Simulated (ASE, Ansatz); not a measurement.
# Random fcc alloy of Ir and Pd (108 atoms): support functions against a reference, part 2 of 2

Aim: test how closely localised support functions follow the reference on random fcc alloy of Ir and Pd (108 atoms), and at what cost. A setting counts as converged where the r.m.s. difference of forces stays under 1 % of the r.m.s. force.

Ansatz 0.2.0; Kohn-Sham DFT, PBE, PAW (set soft_2), plane waves.

The cell: 68 Pd and 40 Ir. The host structure and its lattice constant were typed by rule, without a check against the phase diagram. The levels lack spin–orbit coupling.

So far. Step 11 (Support functions medium, radius 5.06 Å): Forces differ from the reference by 0.74 meV/Å r.m.s., 0.18 % of their size, well within a tolerance of 1 %; the energy by -3.4 meV/atom. It took 17 s and 11 cycles; the reference's time can't be set against it, since the two runs asked for unlike analyses. Step 12 (Another try, on a changed input): The fault in the input: mixing far too weak (scf.mixing = {"algorithm": "anderson", "beta": 0.001, "ndim": 1}). The fix is to take out scf.mixing.

## (14) What the reference run shows

With the settings judged, the reference run is read for its physics.

Length of the force by element:

| element | coordination | atoms | mean length of the force (eV/Å) | spread | least | most |
| --- | --- | --- | --- | --- | --- | --- |
| Ir | all | 40 | 0.884 | 0.388 | 0.244 | 1.84 |
| Pd | all | 68 | 0.495 | 0.246 | 0.0628 | 1.04 |

Intrinsic-atomic-orbital charges by element:

| element | coordination | atoms | mean charge (e) | spread | least | most |
| --- | --- | --- | --- | --- | --- | --- |
| Ir | all | 40 | 0.120 | 0.0184 | 0.0806 | 0.162 |
| Pd | all | 68 | -0.0705 | 0.0156 | -0.104 | -0.021 |

States in the cell by windows of 1 eV, zero at the Fermi level; some projections on atomic orbitals stand beside the total:

```
from (eV)  to (eV)  total   Pd d  Ir d  Ir s
      -14      -10    0.0    0.0   0.0   0.0
      -10       -9    0.3    0.0   0.0   0.3
       -9       -8    6.3    0.1   0.1   5.6
       -8       -7   11.8    1.0   0.9   9.1
       -7       -6   56.8   17.5  21.4  15.1
       -6       -5  148.9   79.7  55.6   5.7
       -5       -4  152.6  103.2  43.9   1.5
       -4       -3  193.1  129.6  52.2   4.1
       -3       -2  170.9  113.7  45.4   3.3
       -2       -1  155.9  101.5  45.7   2.4
       -1        0  149.0   85.7  54.8   2.8
        0        1  101.1   34.6  54.7   3.5
        1        2   24.9    3.5   8.6   2.9
        2        3   35.2    3.4   5.7   4.9
        3        4   23.0    1.3   2.3   1.8
        4        5   20.5    0.8   1.6   1.7
```

The curve was stored every 0.10 eV, coarse against its broadening of 0.08 eV, so these counts are rough.

The stored curve holds about 1046 of the 1904 electrons; the rest, give or take the few that broadening carries across the Fermi level, lie in deeper levels below its range.

Not all projections were asked for or kept, so they needn't add up to the total.

The levels nearest the highest filled one (over half full), pooled over k-points and spins:

```csv
level less the highest filled one (eV),occupation
-0.0041,1.05
-0.0039,1.05
-0.0034,1.04
-0.0031,1.04
-0.0015,1.03
0,1.01
0.0014,0.997
0.004,0.972
0.0041,0.971
0.0055,0.957
0.0079,0.934
0.0085,0.928
```

Mean intrinsic-atomic-orbital charges: Ir +0.12, Pd -0.07 e. Among metals such projection charges depend strongly on the orbitals used and are no measure of ionicity. Just under the Fermi level the largest share is Pd d (57 % of the projected weight), just over it Ir d (56 % of the projected weight).

## (15) Distances and neighbours

These statistics describe the geometry on which the runs were made.

Density 15.8 g/cm³, 14.50 Å³ an atom.

Pair distribution functions g(r), in bins of 0.1 Å:

```csv
r (Å),total,Pd-Pd,Pd-Ir,Ir-Ir
2.55,0.00,0.00,0.00,0.00
2.65,1.91,2.03,1.60,2.61
2.75,16.30,17.00,15.20,18.00
2.85,0.27,0.20,0.34,0.20
2.95,0.00,0.00,0.00,0.00
3.05,0.00,0.00,0.00,0.00
3.15,0.00,0.00,0.00,0.00
3.25,0.00,0.00,0.00,0.00
3.35,0.00,0.00,0.00,0.00
3.45,0.00,0.00,0.00,0.00
3.55,0.00,0.00,0.00,0.00
3.65,0.00,0.00,0.00,0.00
3.75,0.00,0.00,0.00,0.00
3.85,3.89,3.83,4.00,3.66
3.95,0.73,0.63,0.89,0.51
4.05,0.00,0.00,0.00,0.00
4.15,0.00,0.00,0.00,0.00
4.25,0.00,0.00,0.00,0.00
4.35,0.00,0.00,0.00,0.00
4.45,0.00,0.00,0.00,0.00
4.55,0.00,0.00,0.00,0.00
4.65,0.93,0.79,1.03,1.00
4.75,11.20,11.10,11.50,10.20
4.85,0.19,0.14,0.20,0.34
4.95,0.00,0.00,0.00,0.00
5.05,0.00,0.00,0.00,0.00
5.15,0.00,0.00,0.00,0.00
5.25,0.00,0.00,0.00,0.00
5.35,0.01,0.02,0.00,0.00
5.45,3.67,3.52,3.82,3.55
5.55,0.94,0.94,1.04,0.66
5.65,0.00,0.00,0.00,0.00
5.75,0.00,0.00,0.00,0.00
5.85,0.00,0.00,0.00,0.00
5.95,0.00,0.00,0.00,0.00
6.05,1.72,1.65,1.83,1.56
6.15,5.64,5.50,5.88,5.22
6.25,0.03,0.04,0.02,0.04
6.35,0.00,0.00,0.00,0.00
6.45,0.00,0.00,0.00,0.00
6.55,0.00,0.00,0.00,0.00
6.65,0.91,0.91,0.88,1.05
6.75,1.14,1.18,1.12,1.10
6.85,0.00,0.00,0.00,0.00
```

Neighbours by pair of elements; one cutoff, the widest of the pairs' first minima of g(r), serves all pairs of this metal:

```
pair A-B  cutoff (Å)  bonds  mean length (Å)  spread (Å)  shortest (Å)  B about A  A about B
   Pd-Pd        3.18    268             2.74        0.03          2.66       7.88       7.88
   Pd-Ir        3.18    280             2.74       0.029          2.67       4.12          7
   Ir-Ir        3.18    100             2.73       0.029          2.66          5          5
```

How many atoms have how many bonded neighbours:

| element | mean | 12 |
| --- | --- | --- |
| Ir | 12 | 40 |
| Pd | 12 | 68 |

First main peaks of g(r), for some of the pairs, lie near 2.74 Å (Pd-Pd), 2.74 Å (Pd-Ir) and 2.73 Å (Ir-Ir). With the cutoffs above, all Ir atoms have 12 and all Pd atoms have 12 bonded neighbours.

A closer look about Ir54, which bears the longest force: 13 atoms, nearest first, numbered in the order of the input, with positions taken from that point.

```
atom      x      y      z  distance (Å)  bonds  intrinsic-atomic-orbital charge (e)     Fx     Fy  Fz (eV/Å)
Ir54   0.00   0.00   0.00          0.00     12                                 0.12   0.55   1.76       0.08
Pd53   0.02  -1.89  -1.93          2.70     12                                -0.05  -0.39  -0.54       0.20
Pd55   1.91  -1.92   0.04          2.71     12                                -0.08   0.31  -0.26      -0.47
Pd19  -1.95  -1.90   0.00          2.72     12                                -0.06   0.37  -0.18      -0.19
Ir60   1.91   0.01   1.95          2.72     12                                 0.12  -0.22   1.25       0.37
Pd20  -1.93   0.02  -1.93          2.73     12                                -0.08  -0.01   0.02      -0.15
Ir31  -1.92   1.95  -0.02          2.74     12                                 0.08   0.40  -0.04       0.56
Pd57   0.02  -1.90   1.97          2.74     12                                -0.06  -0.42  -0.33      -0.50
Ir56   1.93   0.04  -1.94          2.74     12                                 0.12   0.17   0.33       0.38
Ir69  -0.03   1.95   1.93          2.74     12                                 0.11   0.24  -0.95      -0.05
Ir65   0.00   1.94  -1.95          2.75     12                                 0.10  -0.34  -0.37       0.21
Ir67   1.93   1.98  -0.01          2.77     12                                 0.12  -0.84  -1.35       0.41
Pd24  -2.00   0.02   1.96          2.80     12                                -0.08   0.97   0.06      -0.27
```

The column of bonds counts only the pairs Pd-Pd within 3.18 Å, Pd-Ir within 3.18 Å, Ir-Ir within 3.18 Å; other neighbours, such as metal atoms beside each other in a compound, aren't counted, and periodic images can show an atom twice.

## (16) Summary of results

```
free energy per atom        : -8810.6962 eV/atom
density                     : 15.82 g/cm³
pressure                    : 6.486 GPa
r.m.s. force component      : 0.4234 eV/Å
wall time of the 8 DFT runs : 2.4 min
```

In words: Against plane waves at 420 eV, the forces differ by 1.3 meV/Å (0.32 %) with support functions medium, and by 0.69 meV/Å in the closest run (support functions high, whose functions were not fully converged). At 108 atoms the fastest of the runs at a preset level, support functions low, takes roughly 2.8 times the time of plane waves (whose run also made extra analyses, so the like-for-like ratio is larger), in 20 SCF cycles against 9. Differences between support functions and plane waves include what basis error the plane-wave run still has. As the radius goes from 3.75 to 5.06 Å, the force difference goes from 1.3 to 0.74 meV/Å, while the time lies between 16 s and 18 s.

181 levels are partly filled, by over 2 % (on the run's k-points), as in a metal. With the cutoffs above, all Ir atoms have 12 and all Pd atoms have 12 bonded neighbours.

What to keep in mind: The geometry was built by rule, was displaced at random and isn't relaxed at this level: its force components are 0.42 eV/Å r.m.s. The pressure of 6.5 GPa shows the cell to be compressed for this functional.

[Logs are printed without paths, hosts, clocks, repeated set-up lines and the standing remarks that a program may print on its own settings, such as how far it seeks lower states.]

[Hosts, paths, dates, database ids (printed as entryN), source tags and the programs' standing remarks are cut or masked in the printed files.]
